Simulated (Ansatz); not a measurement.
# Work function of Al(110): what the settings cost and change

How far do functional and pseudopotentials move the work function of Al(110), and at what cost?

Program: Ansatz 0.2.0. Level of theory: plane-wave DFT, PBE, Ansatz PAW, in the first sound run; inputs show where later runs differ. Values are calculated unless marked as measured.

**Measured values to reproduce.**

“Properties of real metallic surfaces: Effects of density functional semilocality and van der Waals nonlocality” (2017, arxiv:1702.08515) quotes from earlier work for Al (clean (110) face, a compiled value): work function (clean (110) face, a compiled value) 4.23 eV.

## 1. The structure

The cell holds 7 atoms: 7 Al. Its edges and angles: a = 4.050 Å, b = 2.864 Å, c = 26.591 Å, α = 90.0°, β = 90.0°, γ = 90.0°. Vacuum lies along c.

## 2. Run, setting PBE, Ansatz PAW (420 eV)

A work function rests on the faint tail of the density, so the SCF threshold is tight. PBE on the default files comes first; the next runs keep the geometry and change functional or files, each at the cutoff that its files recommend; a relaxation and, for heavy metals, spin-orbit coupling close the ladder.

input.yaml

```yaml
crystal:
  lattice:
    - [4.05, 0.0, 0.0]
    - [0.0, 2.8637824638, 0.0]
    - [0.0, 0.0, 26.5913473914]
  atoms:
    - { symbol: Al, position: [0.0, 0.0, 0.3384559597] }
    - { symbol: Al, position: [0.5, 0.5, 0.3923039731] }
    - { symbol: Al, position: [0.0, 0.0, 0.4461519866] }
    - { symbol: Al, position: [0.5, 0.5, 0.5] }
    - { symbol: Al, position: [0.0, 0.0, 0.5538480134] }
    - { symbol: Al, position: [0.5, 0.5, 0.6076960269] }
    - { symbol: Al, position: [0.0, 0.0, 0.6615440403] }
kpoints:
  mp_grid: { grid: [10, 14, 1] }
hamiltonian:
  xc: pbe
scf:
  occupations: { method: fermi_dirac, width: 0.1 }
  convergence: { dr2_threshold: 1.0e-09 }
efield:
  axis: 3
  dipole_correction: true
  ramp_position: 0.97
  ramp_width: 0.06
output:
  write_potential: true
  write_density: true
  volumetric_format: npy
  elf: true
```

Command:

```
ansatz run input.yaml --threads 2 --pin off --max-ram 3072MiB --backend cpu --events-out ev --progress --plain --runs-dir out
```

Output:

```text
Engine: ansatz 0.2.0, aarch64-unknown-linux-gnu
Pseudopotentials: kind: paw
Pseudopotential: Al, paw, valence charge 3, recommended cutoff 420 eV (normal), Al.paw.azcp
Functional definition: PBE
  parameter kappa = 0.804
  parameter beta = 0.066725
  exchange = pbe_x(kappa = kappa, mu = beta*pi^2/3)
  correlation = pbe_c(beta = beta)
Crystal: 7 atoms, lattice volume = 308.415 Å³
Basis set: ecut = 420 eV, 6033 PW (Γ)
Bands: 18, of which v1, the nominal top of the filled ones, is band 11 counted from 1 (10 counted from 0)
Symmetry: 4 space group operations
k-points: 48 of 140
Non-local potential: Al, projectors of the file, l = 0: 2, l = 1: 2, l = 2: 1
PAW form: soft (Blöchl's): semilocal exchange-correlation on the pseudo side does not see the compensation charge
PAW one-centre angular grid: Al, 110 points (default); XC on 64 Gauss nodes
Initial density: superposition of atomic densities (neutral atoms: chi_scale 0, normalization atom), corrected by the library's trained network
Initial wavefunctions: pseudopotential atomic-orbital guess
Functional: x = pbe(κ = 0.804, μ = 0.219515), c = pbe(β = 0.066725)
SCF iter   1: F=—  HF=-3761.074094 eV  |F-HF|=—  |Δ(HF+E_count)|=         —  Δρ=9.71e-4  dr2=6.75e-3  ethr=1.77e-3  p=0.000 e·Å  D=7.02e-15 V/Å  ΔV_dip=-0.00 eV  dr2_dipole=2.51e-8  V_vac-E_F(+/−)=4.00/4.00 eV  ⟨swp⟩=9.0  Hψ=6369  notcnv=0
efield: sawtooth ramp at fractional position 0.9700 (set: `efield.ramp_position`, or a place that a band, a saddle search or an elastic batch's reference lends), width 0.0600; the density the first Hamiltonian is built on has a dipole p = 0.000 e·Å; the dipole correction subtracts the counter field D = 7.02e-15 V/Å, which shifts the + side's vacuum level by -0.00 eV against the − side's; the planar-averaged density in the ramp window peaks in size at 6.7e-6 e/Å³
preconditioner: auto → LDOS  [metal: Δε(μ)=0.003 eV  Ē_g=6.376 eV  σ=0.100 eV  W_gap=0.01  n_scr=28 (ndim 8)  ℏωp=9.7 eV  f_vac=0.506  D(μ)=3.49/eV (n_scr^D=12)  β→1.0]
SCF iter   2: F=—  HF=-3761.074142 eV  |F-HF|=—  |Δ(HF+E_count)|=   4.84e-5  Δρ=3.01e-4  dr2=5.05e-4  ethr=3.21e-5  p=-0.000 e·Å  D=-5.45e-6 V/Å  ΔV_dip=0.00 eV  dr2_dipole=1.60e-8  V_vac-E_F(+/−)=4.04/4.04 eV  ⟨swp⟩=2.7  Hψ=1909  notcnv=0  defer=6
SCF iter   3: F=—  HF=-3761.074276 eV  |F-HF|=—  |Δ(HF+E_count)|=   1.33e-4  Δρ=9.34e-5  dr2=6.91e-5  ethr=2.41e-6  p=-0.000 e·Å  D=-1.06e-6 V/Å  ΔV_dip=0.00 eV  dr2_dipole=1.49e-9  V_vac-E_F(+/−)=4.04/4.04 eV  ⟨swp⟩=2.4  Hψ=1444  notcnv=0  defer=6
SCF iter   4: F=—  HF=-3761.074287 eV  |F-HF|=—  |Δ(HF+E_count)|=   1.11e-5  Δρ=2.65e-5  dr2=4.70e-6  ethr=3.29e-7  p=-0.000 e·Å  D=-1.96e-7 V/Å  ΔV_dip=0.00 eV  dr2_dipole=2.10e-11  V_vac-E_F(+/−)=4.04/4.04 eV  ⟨swp⟩=2.5  Hψ=1346  notcnv=0  defer=6
SCF iter   5: F=—  HF=-3761.074288 eV  |F-HF|=—  |Δ(HF+E_count)|=   8.63e-7  Δρ=6.68e-6  dr2=3.13e-7  ethr=2.24e-8  p=-0.000 e·Å  D=-7.19e-8 V/Å  ΔV_dip=0.00 eV  dr2_dipole=1.79e-12  V_vac-E_F(+/−)=4.04/4.04 eV  ⟨swp⟩=2.6  Hψ=1404  notcnv=0  defer=6
SCF iter   6: F=—  HF=-3761.074297 eV  |F-HF|=—  |Δ(HF+E_count)|=   9.56e-6  Δρ=1.06e-6  dr2=1.58e-8  ethr=1.49e-9  p=-0.000 e·Å  D=-2.60e-9 V/Å  ΔV_dip=0.00 eV  dr2_dipole=1.92e-12  V_vac-E_F(+/−)=4.04/4.04 eV  ⟨swp⟩=2.7  Hψ=1497  notcnv=0  defer=6
SCF iter   7: F=-3761.074297 eV  HF=-3761.074297 eV  |F-HF|=6.30e-10  |Δ(HF+E_count)|=   1.02e-8  Δρ=2.15e-7  dr2=1.76e-10  ethr=4.76e-12  p=0.000 e·Å  D=1.28e-8 V/Å  ΔV_dip=-0.00 eV  dr2_dipole=9.36e-14  V_vac-E_F(+/−)=4.04/4.04 eV  ⟨swp⟩=6.0  Hψ=3754  notcnv=0
SCF 1 converged in 7 iterations: F = -3761.074297 eV  dr2 = 1.76e-10
  greatest PAW one-centre occupation: 0.484 electrons in one spin orbital (limit 2), on the Al atom at site 6 (counted from 0), in its partial waves of l = 0
WARN: The output density's exchange-correlation potential varies sharply where the density is thin. Do not read a vacuum level from v_tot or v_xc, or from such a field of the output density. On a cell that repeats whose density bears no net charge and no dipole along the vacuum's axis use v_es (v_loc + v_h of the components); under efield.dipole_correction with no amplitude use v_es + v_field, which holds any externa [...]
SCF converged after 7 iterations
Free energy (F): -3761.074297 eV
Harris-Foulkes:  -3761.074297 eV  (|F-HF|=6.30e-10)
Internal energy: -3760.960767 eV  (E = F + TS)
E sigma→0 (E₀):  -3761.017532 eV
Entropy (-TS):   -0.113530 eV (-16.219 meV/atom)
Fermi energy:    0.506241 eV
Dipole field:    D = -0.000000 V/Å  (p = -0.000001 e·Å, saw-weighted, corrected)
Work function:   Φ+ = 4.0375 eV   Φ− = 4.0375 eV
Levels:          The Fermi level and band energies are counted from a zero that moves with the ramp; work functions are not
--- Per-component energies (eV) ---
  E_band       = -76.140544
  E_kinetic    = 151.496742
  E_local      = -5783.955266  (includes V_loc(G=0)·N_el)
  E_nonlocal   = 73.187249
  E_hartree    = 2852.550403
  E_xc         = -273.609875
  E_vxc        = -196.592902  (∫ρ·V_xc dr)
  E_paw        = -3271.023544  (= ΣΔE_a)
  E_vpaw       = -25.377105  (= ΣTr[D̂ρ^β])
  E_aug_tail   = -0.000015  (compensation charges beyond the density's cutoff)
  E_efield     = 0.000000  (sawtooth field / dipole correction)
  E_vefield    = 0.000000  (∫n·V_field dr)
  E_ewald      = 2490.393538
  E_smearing   = -0.113530  (= −TS)
  E_closure    = -0.000000  (closes the sum)
  Σ components = -3761.074297   (vs F -3761.074297, Δ=0.00e0)
--- Band table (eV; the first three rows and the last of 48) ---
  k-point 0: bands = [... 7 lower, -1.2002, -0.7480, 0.2443, 0.2599, 0.6369, 1.9782, 2.1519, 2.9841, ... 3 higher]
  k-point 1: bands = [... 7 lower, -1.1160, -0.6598, 0.3287, 0.3465, 0.7140, 2.0571, 2.2363, 3.0511, ... 3 higher]
  k-point 2: bands = [... 7 lower, -0.8631, -0.4003, 0.5817, 0.6003, 0.9106, 2.2613, 2.4895, 2.5623, ... 3 higher]
  k-point 47: bands = [... 7 lower, -2.3929, -1.5641, -1.5521, -1.4347, -0.3361, -0.2367, 0.9146, 0.9748, ... 3 higher]
```

Elapsed: 42 s, on 2 threads of Arm Neoverse N1, shared host; peak memory 0.6 GiB.

In the SCF lines HF is the Harris–Foulkes energy and dr2 the Hartree energy of the density residual, in eV; the loop may stop once dr2 is under the threshold and the program's other checks hold. Hψ counts applications of the Hamiltonian.

Numbers from this step:

* energy at zero smearing: -3761.0175 eV
* work function, upper face: 4.037 eV

Running mean over 1.432 Å of the planar mean; the ramp of the sawtooth is left out. The electron's electrostatic potential energy less the Fermi level by z:

```csv
z (Å),electron's electrostatic potential energy less the Fermi level (eV)
3.5,4.04
4.0,4.04
4.5,4.04
5.0,4.03
5.5,4.03
6.0,4.00
6.5,3.92
7.0,3.65
7.5,2.77
8.0,0.758
8.5,-1.56
9.0,-3.55
9.5,-4.38
10.0,-4.56
10.5,-4.59
11.0,-4.61
11.5,-4.62
12.0,-4.61
12.5,-4.60
13.0,-4.61
13.5,-4.61
14.0,-4.61
14.5,-4.61
15.0,-4.62
15.5,-4.62
16.0,-4.60
16.5,-4.57
17.0,-4.44
17.5,-3.79
18.0,-1.98
18.5,0.332
19.0,2.47
19.5,3.56
20.0,3.89
20.5,4.00
21.0,4.03
21.5,4.03
22.0,4.04
22.5,4.04
23.0,4.04
```

Electrostatic potential energy in the ca plane at fractional y = 0.000, with atoms of Al within 0.2 Å of it. With pseudopotentials it is smooth inside the atoms' cores, unlike the true potential.

Ten even steps from '0' (-17 eV) to '9' (5 eV), each cell a mean:
```
99985024116750241167403402673033027899999999
99987300047863000478620015786200158999999999
99998754578886545788864467887644678999999999
99999888888888888888888888888888899999999999
99999999888788898877889988778899999999999999
99999999987778998877889988778899999999999999
99999998888888888888888888888888999999999999
99999876788887767888876678888766789999999999
99997521258875213688741136887411368999999999
99986101026751010277501103774011047999999999
99985035205740452167304511672045027899999999
```
Columns run along c (16.0 Å, from fractional 0.25 to 0.85 of the cell; values clipped at the 3rd and 97th percentile), rows up along a (4.0 Å). Atoms in or near the plane, at fractional coordinates: Al at (0.34, 0.00), Al at (0.45, 0.00), Al at (0.55, 0.00), Al at (0.66, 0.00).

ELF in the ca plane at fractional y = 0.000, with atoms of Al within 0.2 Å of it. It is the smooth field of the valence electrons, not physical close to the nuclei.

Ten even steps from '0' (0.00) to '9' (0.86), each cell a mean:
```
25799722146774011576630116766212399863100000
13689853577676324776763257767644799752000000
02467877776666656666666566667777887531000000
00134556666665445566654455666666543210000000
00001234556654333566543335666543221000000000
00001123456654323566543234666543210000000000
00012345566654334566653345666654432100000000
01246777776666556666665556666777765320000000
13578876777677546766775467767766898642000000
24799721266675102676741036766411599853100000
25799635136773120577621215765145299863100000
```
Columns run along c (16.0 Å, from fractional 0.25 to 0.85 of the cell), rows up along a (4.0 Å). Atoms in or near the plane, at fractional coordinates: Al at (0.34, 0.00), Al at (0.45, 0.00), Al at (0.55, 0.00), Al at (0.66, 0.00).

Valence density in the ca plane at fractional y = 0.000, with atoms of Al within 0.2 Å of it. It is the smooth field of the valence electrons, not physical close to the nuclei.

Ten even steps from '0' (0.00 e/Å³) to '9' (0.21 e/Å³), each cell a mean:
```
00135643589997435999973359999643564200000000
00124666899999768998997789999976753100000000
00012568999889989988899899889987632100000000
00001346788887777888877778888765321000000000
00001134578986656789875567898653210000000000
00001124578986556789865567898643210000000000
00001235678887666788876667888754311000000000
00012357888888888888888888888876431000000000
00013678999899889998998899989987652100000000
00125754699998546999985479999855663100000000
00136643489997334899963359999633574200000000
```
Columns run along c (16.0 Å, from fractional 0.25 to 0.85 of the cell), rows up along a (4.0 Å). Atoms in or near the plane, at fractional coordinates: Al at (0.34, 0.00), Al at (0.45, 0.00), Al at (0.55, 0.00), Al at (0.66, 0.00).

The work function is 4.037 eV.

## 3. Run

This step: plane-wave DFT, LDA, Ansatz PAW (Ansatz 0.2.0).

input.yaml, as its differences from that of step 2:

```diff
@@ -16,3 +16,3 @@
 hamiltonian:
-  xc: pbe
+  xc: lda
 scf:
@@ -29,2 +29 @@
   volumetric_format: npy
-  elf: true
```

Output:

```text
[...]
Crystal: 7 atoms, lattice volume = 308.415 Å³
Basis set: ecut = 420 eV, 6033 PW (Γ)
Bands: 18, of which v1, the nominal top of the filled ones, is band 11 counted from 1 (10 counted from 0)
Symmetry: 4 space group operations
k-points: 48 of 140
[...]
k-point 0: bands = [... 7 lower, -1.3466, -0.9397, 0.0692, 0.0913, 0.4687, 1.7634, 1.9906, 2.8007, ... 3 higher]
  k-point 1: bands = [... 7 lower, -1.2627, -0.8511, 0.1562, 0.1753, 0.5462, 1.8438, 2.0746, 2.8686, ... 3 higher]
  k-point 2: bands = [... 7 lower, -1.0109, -0.5892, 0.4133, 0.4272, 0.7464, 2.0604, 2.3264, 2.3604, ... 3 higher]
  k-point 47: bands = [... 7 lower, -2.5872, -1.7396, -1.6983, -1.5749, -0.5564, -0.3836, 0.7220, 0.7476, ... 3 higher]
[key lines of the parts left out:]
SCF converged after 8 iterations
Free energy (F): -3588.381655 eV
Fermi energy:    0.334008 eV
Dipole field:    D = -0.000000 V/Å  (p = -0.000000 e·Å, saw-weighted, corrected)
Work function:   Φ+ = 4.1945 eV   Φ− = 4.1945 eV
```

Run time: 45 s. Hardware: 2 threads; peak memory 0.58 GiB; 73 s of CPU time.

The work function is 4.194 eV, +0.157 eV from the run “PBE, Ansatz PAW (420 eV)”, at 1.0 times its CPU time.

## 4. Run

This step: plane-wave DFT, PBEsol, Ansatz PAW (Ansatz 0.2.0).

input.yaml, as its differences from that of step 3:

```diff
@@ -16,3 +16,3 @@
 hamiltonian:
-  xc: lda
+  xc: pbesol
 scf:
```

Output:

```text
[...]
Crystal: 7 atoms, lattice volume = 308.415 Å³
Basis set: ecut = 420 eV, 6033 PW (Γ)
Bands: 18, of which v1, the nominal top of the filled ones, is band 11 counted from 1 (10 counted from 0)
Symmetry: 4 space group operations
k-points: 48 of 140
[...]
k-point 0: bands = [... 7 lower, -1.2432, -0.8020, 0.2013, 0.2029, 0.5933, 1.9152, 2.1081, 2.9573, ... 3 higher]
  k-point 1: bands = [... 7 lower, -1.1590, -0.7138, 0.2855, 0.2893, 0.6703, 1.9941, 2.1924, 3.0237, ... 3 higher]
  k-point 2: bands = [... 7 lower, -0.9064, -0.4546, 0.5384, 0.5427, 0.8667, 2.1994, 2.4454, 2.5129, ... 3 higher]
  k-point 47: bands = [... 7 lower, -2.4373, -1.6122, -1.5946, -1.4804, -0.3854, -0.2790, 0.8637, 0.9396, ... 3 higher]
[key lines of the parts left out:]
SCF converged after 7 iterations
Free energy (F): -3670.140215 eV
Fermi energy:    0.457833 eV
Dipole field:    D = -0.000000 V/Å  (p = -0.000000 e·Å, saw-weighted, corrected)
Work function:   Φ+ = 4.0814 eV   Φ− = 4.0814 eV
```

Wall time 43 s (2 threads); peak memory 0.6 GiB; 71 s of CPU time.

The work function is 4.081 eV, +0.044 eV from the run “PBE, Ansatz PAW (420 eV)”, at 0.97 times its CPU time.

## 5. Run

This step: plane-wave DFT, RPBE, Ansatz PAW (Ansatz 0.2.0).

input.yaml, as its differences from that of step 4:

```diff
@@ -16,3 +16,3 @@
 hamiltonian:
-  xc: pbesol
+  xc: rpbe
 scf:
```

Output:

```text
[...]
Crystal: 7 atoms, lattice volume = 308.415 Å³
Basis set: ecut = 420 eV, 6033 PW (Γ)
Bands: 18, of which v1, the nominal top of the filled ones, is band 11 counted from 1 (10 counted from 0)
Symmetry: 4 space group operations
k-points: 48 of 140
[...]
k-point 0: bands = [... 7 lower, -1.1367, -0.6483, 0.3110, 0.3582, 0.7126, 2.0869, 2.2223, 3.0402, ... 3 higher]
  k-point 1: bands = [... 7 lower, -1.0523, -0.5605, 0.3955, 0.4440, 0.7892, 2.1645, 2.3069, 3.1073, ... 3 higher]
  k-point 2: bands = [... 7 lower, -0.7989, -0.3034, 0.6491, 0.6946, 0.9829, 2.3601, 2.5606, 2.6595, ... 3 higher]
  k-point 47: bands = [... 7 lower, -2.2907, -1.5073, -1.4563, -1.3743, -0.2182, -0.1733, 0.9918, 1.1175, ... 3 higher]
[key lines of the parts left out:]
SCF converged after 7 iterations
Free energy (F): -3781.784061 eV
Fermi energy:    0.588618 eV
Dipole field:    D = -0.000000 V/Å  (p = -0.000000 e·Å, saw-weighted, corrected)
Work function:   Φ+ = 3.9673 eV   Φ− = 3.9673 eV
```

Wall time 43 s (2 threads); peak memory 0.6 GiB.

The work function is 3.967 eV, -0.070 eV from the run “PBE, Ansatz PAW (420 eV)”, at 0.97 times its CPU time.

## 6. Slab

This step: plane-wave DFT, r2SCAN, Ansatz PAW (Ansatz 0.2.0).

input.yaml, as its differences from that of step 5:

```diff
@@ -16,3 +16,3 @@
 hamiltonian:
-  xc: rpbe
+  xc: r2scan
 scf:
```

Output:

```text
[...]
Crystal: 7 atoms, lattice volume = 308.415 Å³
Basis set: ecut = 500 eV, 7845 PW (Γ), exchange–correlation on 120×96×800 points (64 copies of the dense FFT grid, shifted against one another)
Bands: 18, of which v1, the nominal top of the filled ones, is band 11 counted from 1 (10 counted from 0)
Symmetry: 4 space group operations
k-points: 48 of 140
[...]
k-point 0: bands = [... 7 lower, -1.3925, -0.7907, 0.1503, 0.2806, 0.5944, 2.1463, 2.1894, 3.1661, ... 3 higher]
  k-point 1: bands = [... 7 lower, -1.3023, -0.6995, 0.2406, 0.3687, 0.6746, 2.2235, 2.2798, 3.2305, ... 3 higher]
  k-point 2: bands = [... 7 lower, -1.0318, -0.4365, 0.5114, 0.6202, 0.8724, 2.4019, 2.5511, 2.7410, ... 3 higher]
  k-point 47: bands = [... 7 lower, -2.4915, -1.8222, -1.6588, -1.6383, -0.3633, -0.2588, 0.9083, 1.1480, ... 3 higher]
[key lines of the parts left out:]
SCF converged after 9 iterations
Free energy (F): -3781.180592 eV
Fermi energy:    0.487503 eV
Dipole field:    D = 0.000000 V/Å  (p = 0.000000 e·Å, saw-weighted, corrected)
Work function:   Φ+ = 4.0910 eV   Φ− = 4.0910 eV
```

Elapsed: 1.8 min, on 2 threads; peak memory 1.1 GiB.

The work function is 4.091 eV, +0.053 eV from the run “PBE, Ansatz PAW (420 eV)”, at 2.5 times its CPU time.

## 7. Run

This step: plane-wave DFT, PBE, JTH PAW (Ansatz 0.2.0).

input.yaml, as its differences from that of step 6:

```diff
@@ -16,3 +16,4 @@
 hamiltonian:
-  xc: r2scan
+  xc: pbe
+  pseudopotentials: { kind: paw, source: jth }
 scf:
```

Output:

```text
[...]
k-point 0: bands = [... 7 lower, -1.2081, -0.7496, 0.2401, 0.2589, 0.6319, 1.9776, 2.1513, 2.9816, ... 3 higher]
  k-point 1: bands = [... 7 lower, -1.1236, -0.6614, 0.3246, 0.3454, 0.7091, 2.0565, 2.2359, 3.0488, ... 3 higher]
  k-point 2: bands = [... 7 lower, -0.8700, -0.4020, 0.5784, 0.5994, 0.9065, 2.2614, 2.4897, 2.5595, ... 3 higher]
  k-point 47: bands = [... 7 lower, -2.3985, -1.5704, -1.5570, -1.4422, -0.3418, -0.2425, 0.9106, 0.9666, ... 3 higher]
[key lines of the parts left out:]
SCF converged after 8 iterations
Free energy (F): -3760.683514 eV
Fermi energy:    0.502695 eV
Dipole field:    D = -0.000000 V/Å  (p = -0.000000 e·Å, saw-weighted, corrected)
Work function:   Φ+ = 4.0411 eV   Φ− = 4.0411 eV
```

Wall time 71 s (2 threads); peak memory 0.8 GiB; 2.1 min of CPU time.

The work function is 4.041 eV, +0.004 eV from the run “PBE, Ansatz PAW (420 eV)”, at 1.7 times its CPU time.

## 8. Slab

This step: plane-wave DFT, PBE, norm-conserving (Ansatz 0.2.0).

input.yaml, as its differences from that of step 7:

```diff
@@ -17,3 +17,3 @@
   xc: pbe
-  pseudopotentials: { kind: paw, source: jth }
+  pseudopotentials: { kind: nc }
 scf:
```

Output:

```text
[...]
Crystal: 7 atoms, lattice volume = 308.415 Å³
Basis set: ecut = 544.227725 eV, 8993 PW (Γ)
Bands: 18, of which v1, the nominal top of the filled ones, is band 11 counted from 1 (10 counted from 0)
Symmetry: 4 space group operations
k-points: 48 of 140
[...]
k-point 0: bands = [... 7 lower, -1.2102, -0.7554, 0.2369, 0.2534, 0.6278, 1.9730, 2.1473, 2.9784, ... 3 higher]
  k-point 1: bands = [... 7 lower, -1.1258, -0.6672, 0.3214, 0.3400, 0.7050, 2.0520, 2.2319, 3.0457, ... 3 higher]
  k-point 2: bands = [... 7 lower, -0.8725, -0.4076, 0.5750, 0.5941, 0.9025, 2.2568, 2.4856, 2.5546, ... 3 higher]
  k-point 47: bands = [... 7 lower, -2.4030, -1.5713, -1.5603, -1.4443, -0.3477, -0.2439, 0.9062, 0.9587, ... 3 higher]
[key lines of the parts left out:]
SCF converged after 8 iterations
Free energy (F): -1169.561435 eV
Fermi energy:    0.498203 eV
Dipole field:    D = 0.000000 V/Å  (p = 0.000000 e·Å, saw-weighted, corrected)
Work function:   Φ+ = 4.0425 eV   Φ− = 4.0425 eV
```

The job ended after 64 s (2 threads; peak memory 0.65 GiB; 1.9 min of CPU time).

The work function is 4.043 eV, +0.005 eV from the run “PBE, Ansatz PAW (420 eV)”, at 1.5 times its CPU time.

[end of part 1 of 2]

[Long decimals in the printed logs are rounded to 6 places.]

[Logs are printed without paths, hosts, clocks, repeated set-up lines and the standing remarks that a program may print on its own settings, such as how far it seeks lower states.]

[Hosts, paths, dates, database ids (printed as entryN), source tags and the programs' standing remarks are cut or masked in the printed files.]

[Maps of the electrostatic potential energy from Ansatz leave out the sawtooth potential of an applied field or a dipole correction, so their vacuum need not be flat; planar profiles and work functions include it.]
